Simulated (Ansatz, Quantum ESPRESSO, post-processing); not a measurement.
# 1T-PbBrI, 1 layer in an electric field, part 5 of 6

Wanted: polarisability and gap of 1T-PbBrI, 1 layer against a perpendicular field.

Quantum ESPRESSO 7.5; plane-wave DFT, PBE, PseudoDojo norm-conserving pseudopotentials; geometry and cross-check by Ansatz 0.2.0 with PAW datasets.

So far. Step 13 (Bands along a path: field -0.2 V/Å): Upper empty bands that drop with the field can be states of the vacuum, held by the sawtooth; they depend on the cell's width. Step 13 (Bands along a path: field -0.2 V/Å): Along this path the valence top lies between K and Γ and the conduction bottom at Γ.

## 14. Valence density

plot_num = 0 writes the valence density.

f0.rho.in reads:

```
&inputpp
  prefix = 'f0'
  outdir = './out'
  filplot = 'f0.rho.dat'
  plot_num = 0
/
```

Launch:

```
OMP_NUM_THREADS=1 mpirun -n 4 pp.x -in f0.rho.in > f0.rho.out
```

Numbers of over 12 decimals in the logs are rounded to 6 here.

Output:

```text
[banner, memory and clock lines left out]
Program POST-PROC v.7.5 starts

          URL

     ./out/f0.save/

     IMPORTANT: XC functional enforced from input :
     Exchange-correlation= PBE
                           (   1   4   3   4   0   0   0)
     Any further DFT definition will be discarded
     Please, verify this is what you really want

     Adding external electric field

     Computed dipole along edir(3) :
        Dipole               -0.0415 Ry au,         -0.1056 Debye
        Dipole field         -0.0002 Ry au,

        Potential amp.        0.0155 Ry
        Total length         35.3537 bohr

     Calling punch_plot, plot_num =   0
     Writing data to file  f0.rho.dat
     Message from routine chdens:
     namelist plot not found or invalid, exiting
```

Wall time 0.89 s (4 MPI ranks of Arm Neoverse V2, shared host); peak memory 0.13 GiB; 3.2 s of CPU time.

This step gave:

```
electrons by integration : 28.00 e
```

Mean over planes. Valence density, planar mean against z:

z (Å), valence density, planar mean (e/Å³) and a bar:
```
      4.0      0.000 
      4.5      0.000 
      5.0      0.000 
      5.5      0.001 
      6.0      0.006 
      6.5      0.026 #
      7.0      0.095 #####
      7.5      0.177 ##########
      8.0      0.193 ###########
      8.5      0.204 ###########
      9.0      0.200 ###########
      9.5      0.471 ##########################
     10.0      0.546 ##############################
     10.5      0.380 #####################
     11.0      0.261 ##############
     11.5      0.239 #############
     12.0      0.206 ###########
     12.5      0.077 ####
     13.0      0.017 #
     13.5      0.003 
     14.0      0.001 
     14.5      0.000 
     15.0      0.000
```

Valence density in the ca plane at fractional y = 0.333, with atoms of I within 0.2 Å of it. It is the smooth field of the valence electrons, not physical close to the nuclei.

Ten even steps from '0' (0.00 e/Å³) to '9' (0.65 e/Å³), each cell a mean:
```
00000000000000001245542110000000000000000000
00000000000000002589985210000000000000000000
00000000000000013896697310000000000000000000
00000000000000015961179410000000000000000000
00000000000000014973388410000000000000000000
00000000000000013699996310000000000000000000
00000000000000001367753210000000000000000000
00000000000000000122321111111110000000000000
00000000000000000000111122222221000000000000
00000000000000000000001122223321000000000000
00000000000000000000001122222321000000000000
00000000000000000011111112111110000000000000
```
Columns run along c (16.0 Å, from fractional 0.05 to 0.87 of the cell), rows up along a (4.6 Å). Atoms in or near the plane, at fractional coordinates: I at (0.41, 0.67).

The density integrates to 28.000 electrons, as the 28 of the input ask.

## 15. Valence density

f2.rho.in reads:

```
&inputpp
  prefix = 'f2'
  outdir = './out'
  filplot = 'f2.rho.dat'
  plot_num = 0
/
```

Launch:

```
OMP_NUM_THREADS=1 mpirun -n 4 pp.x -in f2.rho.in > f2.rho.out
```

It took 0.87 s on 4 MPI ranks; peak memory 0.13 GiB.

## 16. Charge moved by a field of 0.2 V/Å

Read from the output:

```
largest charge moved across a plane : 0.001037 e/Å²
dipole step                         : -1.027 eV
```

Planar mean against z:

z (Å), planar mean (e/Å³) and a bar from the least value:
```
      2.0    0.00000 ###############
      2.5    0.00000 ###############
      3.0    0.00000 ###############
      3.5    0.00000 ###############
      4.0    0.00000 ###############
      4.5    0.00001 ###############
      5.0    0.00004 ################
      5.5    0.00010 #################
      6.0    0.00025 #####################
      6.5    0.00052 ###########################
      7.0    0.00064 ##############################
      7.5    0.00034 #######################
      8.0    0.00015 ##################
      8.5    0.00003 ###############
      9.0   -0.00010 ############
      9.5   -0.00007 #############
     10.0    0.00004 ################
     10.5    0.00007 ################
     11.0   -0.00013 ############
     11.5   -0.00022 ##########
     12.0   -0.00041 #####
     12.5   -0.00062 
     13.0   -0.00039 ######
     13.5   -0.00016 ###########
     14.0   -0.00006 #############
     14.5   -0.00002 ##############
     15.0   -0.00001 ###############
     15.5    0.00000 ###############
     16.0    0.00000 ###############
     16.5    0.00000 ###############
     17.0    0.00000 ###############
```

Running integral, electrons below z against z:

| z (Å) | running integral, electrons below z (e/Å²) |
| --- | --- |
| 2.5 | 4.8e-8 |
| 3.0 | 1.6e-7 |
| 3.5 | 5.4e-7 |
| 4.0 | 1.8e-6 |
| 4.5 | 5.8e-6 |
| 5.0 | 1.8e-5 |
| 5.5 | 5.3e-5 |
| 6.0 | 1.4e-4 |
| 6.5 | 3.5e-4 |
| 7.0 | 6.6e-4 |
| 7.5 | 8.9e-4 |
| 8.0 | 1.0e-3 |
| 8.5 | 0.00104 |
| 9.0 | 0.00101 |
| 9.5 | 9.6e-4 |
| 10.0 | 9.6e-4 |
| 10.5 | 9.9e-4 |
| 11.0 | 9.7e-4 |
| 11.5 | 8.8e-4 |
| 12.0 | 7.2e-4 |
| 12.5 | 4.3e-4 |
| 13.0 | 1.8e-4 |
| 13.5 | 6.5e-5 |
| 14.0 | 2.1e-5 |
| 14.5 | 6.2e-6 |
| 15.0 | 1.7e-6 |
| 15.5 | 4.6e-7 |
| 16.0 | 1.2e-7 |
| 16.5 | 3.1e-8 |

## 17. Polarisability from the dipole between 0 and 0.1 V/A

Read from the output:

* change of slope in the vacuum: 0.10000 eV/Å
* polarisability a cell: 7.378 Å³
* sheet polarisability 4πα/A: 5.135 Å

The change of the potential energy, second field less first by z:

z (Å), change of the potential energy, second field less first (eV) and a bar from the least value:
```
      0.0     -0.346 #######
      0.5     -0.654 
      1.0     -0.604 #
      1.5     -0.554 ##
      2.0     -0.504 ###
      2.5     -0.454 #####
      3.0     -0.404 ######
      3.5     -0.354 #######
      4.0     -0.304 ########
      4.5     -0.255 #########
      5.0     -0.205 ##########
      5.5     -0.156 ############
      6.0     -0.110 #############
      6.5     -0.069 ##############
      7.0     -0.040 ##############
      7.5     -0.025 ###############
      8.0     -0.017 ###############
      8.5     -0.013 ###############
      9.0     -0.010 ###############
      9.5     -0.005 ###############
     10.0      0.002 ###############
     10.5      0.008 ###############
     11.0      0.013 ################
     11.5      0.021 ################
     12.0      0.034 ################
     12.5      0.056 #################
     13.0      0.091 #################
     13.5      0.135 ##################
     14.0      0.183 ####################
     14.5      0.232 #####################
     15.0      0.282 ######################
     15.5      0.332 #######################
     16.0      0.382 ########################
     16.5      0.432 #########################
     17.0      0.482 ###########################
     17.5      0.532 ############################
     18.0      0.582 #############################
     18.5      0.632 ##############################
     19.0      0.504 ###########################
```

## 18. Dipole against field

Dipole along the normal, dipole moment against applied field:

| applied field (V/Å) | dipole along the normal, dipole moment (e·Å) |
| --- | --- |
| -0.200 | -0.124 |
| 0.000 | -0.0220 |
| 0.100 | 0.0293 |
| 0.200 | 0.0805 |

## 19. Cross-check with Ansatz: field 0.1 V/Å

As a check, the same structure is run in Ansatz.

Level of this step: plane-wave DFT, PBE, Ansatz PAW (Ansatz 0.2.0).

input.yaml reads:

```yaml
crystal:
  lattice:
    - [4.5658335795, 0.0, 0.0]
    - [-2.2829167898, 3.9541278693, 0.0]
    - [0.0, 0.0, 19.4878610294]
  atoms:
    - { symbol: I, position: [0.6666666667, 0.3333333333, 0.410161346] }
    - { symbol: Pb, position: [0.0, 0.0, 0.5091412847] }
    - { symbol: Br, position: [0.3333333333, 0.6666666667, 0.5912862157] }
kpoints:
  mp_grid: { grid: [6, 6, 1] }
hamiltonian:
  xc: pbe
scf:
  occupations: { method: fermi_dirac, width: 0.054 }
  convergence: { dr2_threshold: 1.0e-09 }
efield:
  axis: 3
  dipole_correction: true
  ramp_position: 0.97
  ramp_width: 0.04
  amplitude: 0.1
output:
  write_potential: true
  write_density: true
  volumetric_format: npy
```

Launch:

```
ansatz run input.yaml --threads 4 --pin off --max-ram 8192MiB --backend cpu --events-out ev --progress --plain --runs-dir out
```

Output:

```text
[...]
Crystal: 3 atoms, lattice volume = 351.832 Å³
Basis set: ecut = 420 eV, 6911 PW (Γ)
Bands: 23, of which v1, the nominal top of the filled ones, is band 19 counted from 1 (18 counted from 0)
Symmetry: 6 space group operations
[...]
k-points: 7 of 36 (time reversal used)
[...]
SCF iter   1: F=—  HF=-22205.257436 eV  |F-HF|=—  |Δ(HF+E_count)|=         —  Δρ=1.13e-2  dr2=1.29e0  ethr=3.10e-3  p=0.053 e·Å  D=2.75e-2 V/Å  ΔV_dip=-0.54 eV  dr2_dipole=1.20e-3  V_vac-E_F(+/−)=5.79/4.53 eV  ⟨swp⟩=8.9  Hψ=995  notcnv=0
[...]
SCF iter  10: F=-22204.905940 eV  HF=-22204.905940 eV  |F-HF|=3.17e-10  |Δ(HF+E_count)|=   1.46e-8  Δρ=3.18e-7  dr2=3.01e-10  ethr=2.63e-12  p=0.030 e·Å  D=1.52e-2 V/Å  ΔV_dip=-0.30 eV  dr2_dipole=1.15e-11  V_vac-E_F(+/−)=6.04/4.54 eV  ⟨swp⟩=5.3  Hψ=541  notcnv=0
SCF 1 converged in 10 iterations: F = -22204.905940 eV  dr2 = 3.01e-10
[...]
SCF converged after 10 iterations
Free energy (F): -22204.905940 eV
[...]
Internal energy: -22204.905940 eV  (E = F + TS)
E sigma→0 (E₀):  -22204.905940 eV
Fermi energy:    -1.795939 eV
Dipole field:    D = 0.015178 V/Å  (p = 0.029510 e·Å, saw-weighted, corrected)
Work function:   not extracted (applied field tilts the vacuum); planar V_es + V_field profile in the machine report
[...]
--- Band table (eV; the first three rows and the last of 7) ---
  k-point 0: bands = [... 15 lower, -4.1134, -3.5830, -3.5479, -3.5479, -0.5046, 0.6867, 0.6867, 2.6391]
  k-point 1: bands = [... 15 lower, -4.2259, -4.0106, -3.6132, -3.2583, -0.0367, 0.6996, 0.9095, 2.9564]
  k-point 2: bands = [... 15 lower, -4.6861, -3.9662, -3.7332, -3.4334, 0.1848, 1.2318, 1.3609, 3.3523]
  k-point 6: bands = [... 15 lower, -5.1726, -4.0586, -3.9304, -3.2427, 0.9109, 1.2755, 1.5407, 4.4278]
```

It took 2 s on 4 threads; peak memory 0.56 GiB; 7.4 s of CPU time.

Read from the output:

| Item | Value |
| --- | --- |
| free energy | -22204.9059 eV |
| Fermi energy | -1.796 eV |
| gap by band count | 2.717 eV |
| dipole along the normal | 0.02951 e·Å |

At 0.1 V/Å Ansatz's dipole is 0.0295 e Å against 0.0293 from pw.x.

## 20. The same in Ansatz: field -0.1 V/Å

input.yaml, as its differences from the input of step 19:

```diff
@@ -21,3 +21,3 @@
   ramp_width: 0.04
-  amplitude: 0.1
+  amplitude: -0.1
 output:
```

Output:

```text
[...]
Crystal: 3 atoms, lattice volume = 351.832 Å³
Basis set: ecut = 420 eV, 6911 PW (Γ)
Bands: 23, of which v1, the nominal top of the filled ones, is band 19 counted from 1 (18 counted from 0)
Symmetry: 6 space group operations
[...]
k-points: 7 of 36 (time reversal used)
[...]
--- Band table (eV; the first three rows and the last of 7) ---
  k-point 0: bands = [... 15 lower, -4.1581, -3.5682, -3.5248, -3.5248, -0.5173, 0.6747, 0.6747, 2.7869]
  k-point 1: bands = [... 15 lower, -4.2527, -4.0022, -3.5958, -3.2573, -0.0544, 0.6951, 0.8977, 3.1421]
  k-point 2: bands = [... 15 lower, -4.7064, -3.9749, -3.7230, -3.4373, 0.1723, 1.2209, 1.3536, 3.4025]
  k-point 6: bands = [... 15 lower, -5.1906, -4.0788, -3.9185, -3.2518, 0.9009, 1.2684, 1.5284, 4.4921]
[key lines of the parts left out:]
SCF converged after 10 iterations
Free energy (F): -22204.910284 eV
Fermi energy:    -1.803871 eV
Dipole field:    D = -0.037516 V/Å  (p = -0.072945 e·Å, saw-weighted, corrected)
```

Wall time 2 s (4 threads); peak memory 0.56 GiB; 7.3 s of CPU time.

Numbers from this step:

```
free energy             : -22204.9103 eV
Fermi energy            : -1.804 eV
gap by band count       : 2.708 eV
dipole along the normal : -0.07294 e·Å
```

## 21. Dipole against field, Ansatz

The dipole along the normal, dipole moment by applied field:

| applied field (V/Å) | dipole along the normal, dipole moment (e·Å) |
| --- | --- |
| -0.1000 | -0.0729 |
| 0.0000 | -0.0217 |
| 0.1000 | 0.0295 |

(Continued in part 6 of 6.)

[Logs are printed without paths, hosts, clocks, repeated set-up lines and the standing remarks that a program may print on its own settings, such as how far it seeks lower states.]

[Hosts, paths, dates, database ids (printed as entryN), source tags and the programs' standing remarks are cut or masked in the printed files.]

[Maps of the electrostatic potential energy from Ansatz leave out the sawtooth potential of an applied field or a dipole correction, so their vacuum need not be flat; planar profiles and work functions include it.]
